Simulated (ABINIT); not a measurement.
**A GW run on ZrZnF6 (Fm-3m) in ABINIT, with inputs changed**

Aim: change inputs of a GW run on ZrZnF6 (Fm-3m) and see what moves.

Calculated with ABINIT 10.8.3; LDA and many-body steps on it, plane waves.

## 1. Set-up

The structure is cubic, space group Fm-3m (No. 225). The conventional cell has a = 8.058 Å, b = 8.058 Å, c = 8.058 Å, α = 90.00°, β = 90.00°, γ = 90.00°. Zr has 6 F at 2.01 Å nearest. Nearest to Zn lie 6 F at 2.02 Å. Nearest to F lie 1 Zr at 2.01 Å and 1 Zn at 2.02 Å. Farther neighbours and most contacts between anions are not listed.

Coordinates:

```cif
data_structure
_symmetry_space_group_name_H-M 'P 1'
_symmetry_Int_Tables_number 1
_cell_length_a 5.6977
_cell_length_b 5.6977
_cell_length_c 5.6977
_cell_angle_alpha 60.000
_cell_angle_beta 60.000
_cell_angle_gamma 60.000
_cell_volume 130.79
loop_
_atom_site_label
_atom_site_type_symbol
_atom_site_fract_x
_atom_site_fract_y
_atom_site_fract_z
_atom_site_occupancy
Zr1 Zr 0.00000 0.00000 0.00000 1
Zn2 Zn 0.50000 0.50000 0.50000 1
F3 F 0.75014 0.24986 0.24986 1
F4 F 0.24986 0.75014 0.75014 1
F5 F 0.24986 0.75014 0.24986 1
F6 F 0.75014 0.24986 0.75014 1
F7 F 0.24986 0.24986 0.75014 1
F8 F 0.75014 0.75014 0.24986 1
```

The cell and positions are those that the Materials Project relaxed with its own functionals (PBE, PBE+U or r2SCAN), kept fixed.

## 2. Screening, 2×2×2 mesh, 81 bands, screening to 87.1 eV

This step: ABINIT 10.8.3; RPA screening on LDA, plane waves, norm-conserving pseudopotentials.

The RPA dielectric matrix is built and inverted for each q.

Input file run.abi:

```
acell 3*1.0 Angstrom
rprim 
  -0.000000000000 4.028896100000 4.028896100000
  4.028896100000 -0.000000000000 4.028896100000
  4.028896100000 4.028896100000 -0.000000000000
ntypat 3
znucl 40 30 9
natom 8
typat 1 2 3 3 3 3 3 3
xred 
  0.000000000000 0.000000000000 0.000000000000
  0.500000000000 0.500000000000 0.500000000000
  0.750139860000 0.249860140000 0.249860140000
  0.249860140000 0.750139860000 0.750139860000
  0.249860140000 0.750139860000 0.249860140000
  0.750139860000 0.249860140000 0.750139860000
  0.249860140000 0.249860140000 0.750139860000
  0.750139860000 0.750139860000 0.249860140000
pp_dirpath "pseudos"
pseudos "Zr.upf, Zn.upf, F.upf"
ecut 36
ngkpt 2 2 2
nshiftk 1
shiftk 0 0 0
kptopt 1
chksymbreak 0
istwfk *1
occopt 1
irdwfk 1
optdriver 3
nband 81
ecuteps 3.2
inclvkb 2
awtr 1
symchi 1
indata_prefix "in"
outdata_prefix "out"
tmpdata_prefix "tmp"
```

Started as:

```console
> OMP_NUM_THREADS=1 mpirun -n 4 abinit run.abi > log
```

The program printed:

```text
.Version 10.8.3 of ABINIT. v10.8.2 released Aug 2026.

 Symmetries : space group Fm -3 m (#225); Bravais cF (face-center cubic)
[... echo of the input left out ...]
== DATASET  1 ==================================================================
-   mpi_nproc: 4, omp_nthreads: 1 (-1 if OMP is not activated)

--- !DatasetInfo
iteration_state: {dtset: 1, }
dimensions: {natom: 8, nkpt: 3, mband: 81, nsppol: 1, nspinor: 1, nspden: 1, mpw: 9185, }
cutoff_energies: {ecut:  36.0, pawecutdg:  -1.0, }
electrons: {nelect:   7.40000000E+01, charge:   0.00000000E+00, occopt:   1.00000000E+00, tsmear:   1.00000000E-02, }

 SCREENING: Calculation of the susceptibility and dielectric matrices

 Based on a program developped by R.W. Godby, V. Olevano, G. Onida, and L. Reining.
 Incorporated in ABINIT by V. Olevano, G.-M. Rignanese, and M. Torrent.
.Using double precision arithmetic ; gwpc =  8

[... cell and pseudopotentials left out ...]
--------------------------------------------------------------------------------

 ==== K-mesh for the wavefunctions ====
 Number of points in the irreducible wedge :     3
[... list of points left out ...]
 Together with 48 symmetry operations and time-reversal symmetry
 yields     8 points in the full Brillouin Zone.

 ==== Q-mesh for the screening function ====
 Number of points in the irreducible wedge :     3
[... list of points left out ...]
 Together with 48 symmetry operations and time-reversal symmetry
 yields     8 points in the full Brillouin Zone.

 setmesh: FFT mesh size selected  =    40x   40x   40
          total number of points  =        64000

 vcoul_init : cutoff-mode = AUXILIARY_FUNCTION
 q-points for optical limit:   1
     1)      0.000010    0.000020    0.000030

- screening: taking advantage of time-reversal symmetry
- Maximum band index for partially occupied states nbvw = 37
- Remaining bands to be divided among processors   nbcw = 44
- Number of bands treated by each node ~11

 Number of electrons calculated from density =   74.0000; Expected =   74.0000
 average of density, n =  0.083839
 r_s =    1.4174
 omega_plasma =   27.9305 [eV]

 calculating chi0 at frequencies [eV] :
  1    0.000000E+00    0.000000E+00
  2    0.000000E+00    2.793052E+01

--------------------------------------------------------------------------------
  q-point number  1        q = ( 0.000000, 0.000000, 0.000000) [r.l.u.]
--------------------------------------------------------------------------------
[... chi0 elements left out ...]
 For q-point:  0.000010 0.000020 0.000030
  dielectric constant =   2.1500
  dielectric constant without local fields =   2.2816

  Average fulfillment of the sum rule on Im[epsilon] for q-point    1 :     20.98  [%]
[... wings left out ...]
  q-point number  2        q = ( 0.500000, 0.000000, 0.000000) [r.l.u.]
--------------------------------------------------------------------------------
[... chi0 elements left out ...]
  Average fulfillment of the sum rule on Im[epsilon] for q-point    2 :     26.26  [%]

 [... 1 further q-points ...]
```

Elapsed: 21 s, on 4 MPI ranks of Arm Neoverse V1, shared host; peak memory 1.4 GiB.

This step gave:

- ε∞ with local fields, on this mesh, along the program's q direction: 2.15
- the same without local fields: 2.282
- plasma frequency: 27.93 eV
- plane waves in the screening matrix: 259

Local fields lower ε∞ by 6 %. On a Γ-centred mesh this coarse the value itself is usually too large, while a short band sum pulls it down.

## 3. Base

The self-energy is evaluated for the states that the input lists, and the levels follow from it, in one-shot runs by the linearised quasiparticle equation.

This step: G0W0 on LDA, plane waves, norm-conserving pseudopotentials.

Changes to run.abi since step 2:

```diff
@@ -29,8 +29,17 @@
 irdwfk 1
-optdriver 3
+optdriver 4
 nband 81
+gwcalctyp 0
+ecutsigx 36
+symsigma 1
+nkptgw 2
+kptgw 
+  0.5000000000 0.0000000000 0.0000000000
+  0.0000000000 0.0000000000 0.0000000000
+bdgw 
+  36 40
+  35 41
 ecuteps 3.2
-inclvkb 2
-awtr 1
-symchi 1
+irdscr 1
+ppmodel 1
 indata_prefix "in"
```

The program printed:

```text
.Version 10.8.3 of ABINIT. v10.8.2 released Aug 2026.

 Symmetries : space group Fm -3 m (#225); Bravais cF (face-center cubic)
[... echo of the input left out ...]
== DATASET  1 ==================================================================
-   mpi_nproc: 4, omp_nthreads: 1 (-1 if OMP is not activated)

--- !DatasetInfo
iteration_state: {dtset: 1, }
dimensions: {natom: 8, nkpt: 3, mband: 81, nsppol: 1, nspinor: 1, nspden: 1, mpw: 9185, }
cutoff_energies: {ecut:  36.0, pawecutdg:  -1.0, }
electrons: {nelect:   7.40000000E+01, charge:   0.00000000E+00, occopt:   1.00000000E+00, tsmear:   1.00000000E-02, }

 SIGMA: Calculation of the GW corrections

 Based on a program developped by R.W. Godby, V. Olevano, G. Onida, and L. Reining.
 Incorporated in ABINIT by V. Olevano, G.-M. Rignanese, and M. Torrent.
.Using double precision arithmetic ; gwpc =  8

[... cell and pseudopotentials left out ...]
--------------------------------------------------------------------------------

 ==== K-mesh for the wavefunctions ====
 Number of points in the irreducible wedge :     3
[... list of points left out ...]
 Together with 48 symmetry operations and time-reversal symmetry
 yields     8 points in the full Brillouin Zone.

 ==== Q-mesh for screening function ====
 Number of points in the irreducible wedge :     3
[... list of points left out ...]
 Together with 48 symmetry operations and time-reversal symmetry
 yields     8 points in the full Brillouin Zone.

 vcoul_init : cutoff-mode = AUXILIARY_FUNCTION
 q-points for optical limit:   1
     1)      0.000010    0.000020    0.000030
 setmesh: FFT mesh size selected  =    60x   60x   60
          total number of points  =       216000

 Number of electrons calculated from density =   74.0000; Expected =   74.0000
 average of density, n =  0.083839
 r_s =    1.4174
 omega_plasma =   27.9305 [eV]

 === KS Band Gaps ===
  >>>> For spin  1
   Minimum direct gap =   6.3106 [eV], located at k-point      :   0.5000  0.0000  0.0000
   Fundamental gap    =   6.3051 [eV], Top of valence bands at :   0.5000  0.0000  0.0000
                                       Bottom of conduction at :   0.0000  0.0000  0.0000
 SIGMA fundamental parameters:
 PLASMON POLE MODEL  1
 number of plane-waves for SigmaX                 9185
 number of plane-waves for SigmaC and W            259
 number of plane-waves for wavefunctions          9185
 number of bands                                    81
 number of independent spin polarizations            1
 number of spinorial components                      1
 number of k-points in IBZ                           3
 number of q-points in IBZ                           3
 number of symmetry operations                      48
 number of k-points in BZ                            8
 number of q-points in BZ                            8
 number of frequencies for dSigma/dE                 9
 frequency step for dSigma/dE [eV]                0.25
 number of omega for Sigma on real axis              0
 max omega for Sigma on real axis  [eV]           0.00
 zcut for avoiding poles [eV]                     0.10

 EPSILON^-1 parameters (SCR file):
 dimension of the eps^-1 matrix on file            259
 dimension of the eps^-1 matrix used               259
 number of plane-waves for wavefunctions          9185
 number of bands                                    81
 number of q-points in IBZ                           3
 number of frequencies                               2
 number of real frequencies                          1
 number of imag frequencies                          1

 matrix elements of self-energy operator (all in [eV])

 Perturbative Calculation

--- !SelfEnergy_ee
iteration_state: {dtset: 1, }
kpoint     : [   0.500,    0.000,    0.000, ]
spin       : 1
KS_gap     :    6.311
QP_gap     :   11.897
Delta_QP_KS:    5.587
data: !SigmaeeData |
     Band     E0 <VxcDFT>   SigX SigC(E0)      Z dSigC/dE  Sig(E)    E-E0       E
       36  -1.929 -28.538 -36.154   4.960   0.814  -0.229 -30.700  -2.161  -4.090
       37  -1.929 -28.538 -36.154   4.960   0.814  -0.229 -30.700  -2.161  -4.090
       38   4.381 -16.434  -9.863  -2.535   0.849  -0.178 -13.009   3.425   7.807
       39   4.488 -16.864 -10.294  -2.496   0.846  -0.182 -13.418   3.446   7.933
       40   4.488 -16.864 -10.294  -2.496   0.846  -0.182 -13.418   3.446   7.933

--- !SelfEnergy_ee
iteration_state: {dtset: 1, }
kpoint     : [   0.000,    0.000,    0.000, ]
spin       : 1
KS_gap     :    6.886
QP_gap     :   10.806
Delta_QP_KS:    3.920
data: !SigmaeeData |
     Band     E0 <VxcDFT>   SigX SigC(E0)      Z dSigC/dE  Sig(E)    E-E0       E
       35  -2.510 -22.711 -30.123   5.385   0.793  -0.262 -24.318  -1.607  -4.117
[...]
39   4.416 -16.727 -10.159  -2.523   0.847  -0.180 -13.300   3.427   7.843
       40   4.416 -16.727 -10.159  -2.523   0.847  -0.180 -13.300   3.427   7.843
       41   4.416 -16.727 -10.159  -2.523   0.847  -0.180 -13.300   3.427   7.843

== END DATASET(S) ==============================================================
================================================================================

 -outvars: echo values of variables after computation  --------
           etotal      0.0000000000E+00
            nband          81
             nkpt           3
          spgroup         225
 [... the other variables as echoed above ...]

 Calculation completed.
```

The job ended after 8.6 s (4 MPI ranks; peak memory 1.1 GiB).

Numbers from this step:

```yaml
g0w0_gap_on_the_points_computed: 10.78 eV
starting_gap_on_the_mesh: 6.305 eV
k_of_the_valence_top: 0.5, 0, 0
k_of_the_conduction_bottom: 0, 0, 0
z_at_the_valence_top: 0.814
z_at_the_conduction_bottom: 0.886
least_direct_g0w0_gap_on_the_computed_points: 10.81 eV
```

The gap on the mesh goes from 6.31 eV to 10.78 eV, a correction of +4.47 eV.

## 4. Broadening of the poles

Changes to run.abi since step 3:

```diff
@@ -44,2 +44,3 @@
 ppmodel 1
+zcut 0.5 eV
 indata_prefix "in"
```

The program printed:

```text
.Version 10.8.3 of ABINIT. v10.8.2 released Aug 2026.

 Symmetries : space group Fm -3 m (#225); Bravais cF (face-center cubic)
[... echo of the input left out ...]
== DATASET  1 ==================================================================
-   mpi_nproc: 4, omp_nthreads: 1 (-1 if OMP is not activated)

--- !DatasetInfo
iteration_state: {dtset: 1, }
dimensions: {natom: 8, nkpt: 3, mband: 81, nsppol: 1, nspinor: 1, nspden: 1, mpw: 9185, }
cutoff_energies: {ecut:  36.0, pawecutdg:  -1.0, }
electrons: {nelect:   7.40000000E+01, charge:   0.00000000E+00, occopt:   1.00000000E+00, tsmear:   1.00000000E-02, }

 SIGMA: Calculation of the GW corrections

 Based on a program developped by R.W. Godby, V. Olevano, G. Onida, and L. Reining.
 Incorporated in ABINIT by V. Olevano, G.-M. Rignanese, and M. Torrent.
.Using double precision arithmetic ; gwpc =  8

[... cell and pseudopotentials left out ...]
--------------------------------------------------------------------------------

 ==== K-mesh for the wavefunctions ====
 Number of points in the irreducible wedge :     3
[... list of points left out ...]
 Together with 48 symmetry operations and time-reversal symmetry
 yields     8 points in the full Brillouin Zone.

 ==== Q-mesh for screening function ====
 Number of points in the irreducible wedge :     3
[... list of points left out ...]
 Together with 48 symmetry operations and time-reversal symmetry
 yields     8 points in the full Brillouin Zone.

 vcoul_init : cutoff-mode = AUXILIARY_FUNCTION
 q-points for optical limit:   1
     1)      0.000010    0.000020    0.000030
 setmesh: FFT mesh size selected  =    60x   60x   60
          total number of points  =       216000

 Number of electrons calculated from density =   74.0000; Expected =   74.0000
[...]
number of omega for Sigma on real axis              0
 max omega for Sigma on real axis  [eV]           0.00
 zcut for avoiding poles [eV]                     0.50

 EPSILON^-1 parameters (SCR file):
 dimension of the eps^-1 matrix on file            259
 dimension of the eps^-1 matrix used               259
 number of plane-waves for wavefunctions          9185
 number of bands                                    81
 number of q-points in IBZ                           3
 number of frequencies                               2
 number of real frequencies                          1
 number of imag frequencies                          1

 matrix elements of self-energy operator (all in [eV])

 Perturbative Calculation

--- !SelfEnergy_ee
iteration_state: {dtset: 1, }
kpoint     : [   0.500,    0.000,    0.000, ]
spin       : 1
KS_gap     :    6.311
QP_gap     :   11.897
Delta_QP_KS:    5.587
data: !SigmaeeData |
     Band     E0 <VxcDFT>   SigX SigC(E0)      Z dSigC/dE  Sig(E)    E-E0       E
       36  -1.929 -28.538 -36.154   4.960   0.814  -0.229 -30.700  -2.161  -4.090
       37  -1.929 -28.538 -36.154   4.960   0.814  -0.229 -30.700  -2.161  -4.090
       38   4.381 -16.434  -9.863  -2.535   0.849  -0.178 -13.009   3.425   7.807
[...]
--- !SelfEnergy_ee
iteration_state: {dtset: 1, }
kpoint     : [   0.000,    0.000,    0.000, ]
spin       : 1
KS_gap     :    6.886
QP_gap     :   10.806
Delta_QP_KS:    3.920
data: !SigmaeeData |
     Band     E0 <VxcDFT>   SigX SigC(E0)      Z dSigC/dE  Sig(E)    E-E0       E
[...]
40   4.416 -16.727 -10.159  -2.523   0.847  -0.180 -13.300   3.427   7.843
       41   4.416 -16.727 -10.159  -2.523   0.847  -0.180 -13.300   3.427   7.843

== END DATASET(S) ==============================================================
================================================================================

 -outvars: echo values of variables after computation  --------
           etotal      0.0000000000E+00
            nband          81
             nkpt           3
          spgroup         225
 [... the other variables as echoed above ...]

 Calculation completed.
```

The job ended after 8.8 s (4 MPI ranks; peak memory 1.1 GiB; 35 s of CPU time).

Numbers from this step:

* G0W0 gap on the points computed: 10.78 eV
* starting gap on the mesh: 6.305 eV
* k of the valence top: 0.5, 0, 0
* k of the conduction bottom: 0, 0, 0
* Z at the valence top: 0.814
* Z at the conduction bottom: 0.886
* least direct G0W0 gap on the computed points: 10.81 eV

Against G0W0 in ABINIT (2×2×2 mesh, 81 bands, screening to 87.1 eV, Godby-Needs plasmon pole), the gap moves by +0.000 eV.

## 5. Fewer bands in the self-energy

Changes to run.abi since step 4:

```diff
@@ -30,3 +30,3 @@
 optdriver 4
-nband 81
+nband 43
 gwcalctyp 0
@@ -44,3 +44,2 @@
 ppmodel 1
-zcut 0.5 eV
 indata_prefix "in"
```

The program printed:

```text
.Version 10.8.3 of ABINIT. v10.8.2 released Aug 2026.

 Symmetries : space group Fm -3 m (#225); Bravais cF (face-center cubic)
[... echo of the input left out ...]
== DATASET  1 ==================================================================
-   mpi_nproc: 4, omp_nthreads: 1 (-1 if OMP is not activated)

--- !DatasetInfo
iteration_state: {dtset: 1, }
dimensions: {natom: 8, nkpt: 3, mband: 43, nsppol: 1, nspinor: 1, nspden: 1, mpw: 9185, }
cutoff_energies: {ecut:  36.0, pawecutdg:  -1.0, }
electrons: {nelect:   7.40000000E+01, charge:   0.00000000E+00, occopt:   1.00000000E+00, tsmear:   1.00000000E-02, }

 SIGMA: Calculation of the GW corrections

 Based on a program developped by R.W. Godby, V. Olevano, G. Onida, and L. Reining.
 Incorporated in ABINIT by V. Olevano, G.-M. Rignanese, and M. Torrent.
.Using double precision arithmetic ; gwpc =  8

[... cell and pseudopotentials left out ...]
--------------------------------------------------------------------------------

 ==== K-mesh for the wavefunctions ====
 Number of points in the irreducible wedge :     3
[... list of points left out ...]
 Together with 48 symmetry operations and time-reversal symmetry
 yields     8 points in the full Brillouin Zone.

 ==== Q-mesh for screening function ====
 Number of points in the irreducible wedge :     3
[... list of points left out ...]
 Together with 48 symmetry operations and time-reversal symmetry
 yields     8 points in the full Brillouin Zone.

 vcoul_init : cutoff-mode = AUXILIARY_FUNCTION
 q-points for optical limit:   1
     1)      0.000010    0.000020    0.000030
 setmesh: FFT mesh size selected  =    60x   60x   60
          total number of points  =       216000

 Number of electrons calculated from density =   74.0000; Expected =   74.0000
[...]
number of omega for Sigma on real axis              0
 max omega for Sigma on real axis  [eV]           0.00
 zcut for avoiding poles [eV]                     0.10

 EPSILON^-1 parameters (SCR file):
 dimension of the eps^-1 matrix on file            259
 dimension of the eps^-1 matrix used               259
 number of plane-waves for wavefunctions          9185
 number of bands                                    81
 number of q-points in IBZ                           3
 number of frequencies                               2
 number of real frequencies                          1
 number of imag frequencies                          1

 matrix elements of self-energy operator (all in [eV])

 Perturbative Calculation

--- !SelfEnergy_ee
iteration_state: {dtset: 1, }
kpoint     : [   0.500,    0.000,    0.000, ]
spin       : 1
KS_gap     :    6.311
QP_gap     :   12.188
Delta_QP_KS:    5.877
data: !SigmaeeData |
     Band     E0 <VxcDFT>   SigX SigC(E0)      Z dSigC/dE  Sig(E)    E-E0       E
       36  -1.929 -28.538 -36.154   5.285   0.819  -0.221 -30.447  -1.909  -3.838
       37  -1.929 -28.538 -36.154   5.285   0.819  -0.221 -30.447  -1.909  -3.838
       38   4.381 -16.434  -9.863  -1.954   0.860  -0.163 -12.466   3.968   8.350
[...]
--- !SelfEnergy_ee
iteration_state: {dtset: 1, }
kpoint     : [   0.000,    0.000,    0.000, ]
spin       : 1
KS_gap     :    6.886
QP_gap     :   11.436
Delta_QP_KS:    4.550
data: !SigmaeeData |
     Band     E0 <VxcDFT>   SigX SigC(E0)      Z dSigC/dE  Sig(E)    E-E0       E
[...]
40   4.416 -16.727 -10.159  -1.959   0.858  -0.166 -12.774   3.953   8.369
       41   4.416 -16.727 -10.159  -1.959   0.858  -0.166 -12.774   3.953   8.369

== END DATASET(S) ==============================================================
================================================================================

 -outvars: echo values of variables after computation  --------
           etotal      0.0000000000E+00
            nband          43
             nkpt           3
          spgroup         225
 [... the other variables as echoed above ...]

 Calculation completed.
```

It took 7.1 s on 4 MPI ranks; peak memory 1.1 GiB.

This step gave:

```
G0W0 gap on the points computed              : 11.44 eV
starting gap on the mesh                     : 6.305 eV
k of the valence top                         : 0, 0, 0
k of the conduction bottom                   : 0, 0, 0
Z at the valence top                         : 0.798
Z at the conduction bottom                   : 0.909
least direct G0W0 gap on the computed points : 11.44 eV
```

(Continued in part 2 of 2.)

[Paths, hosts, dates, memory and timing lines, banners, echoed tables and standing remarks are left out of the program output.]

[Logs are printed without paths, hosts, clocks, repeated set-up lines and the standing remarks that a program may print on its own settings, such as how far it seeks lower states.]

[Runs of the session that timed out or met a known fault of the program may be left out.]

[Hosts, paths, dates, database ids (printed as entryN), source tags and the programs' standing remarks are cut or masked in the printed files.]

[G0W0 gaps are taken among the corrected bands and points alone; a level outside them can change the order at an edge.]

[Where Ansatz stands beside ABINIT at settings called matched, ABINIT's density can come from a denser mesh and the files from another edition; pairs whose starting gaps differed by over 0.03 eV were left out, so agreement reads better than it is.]
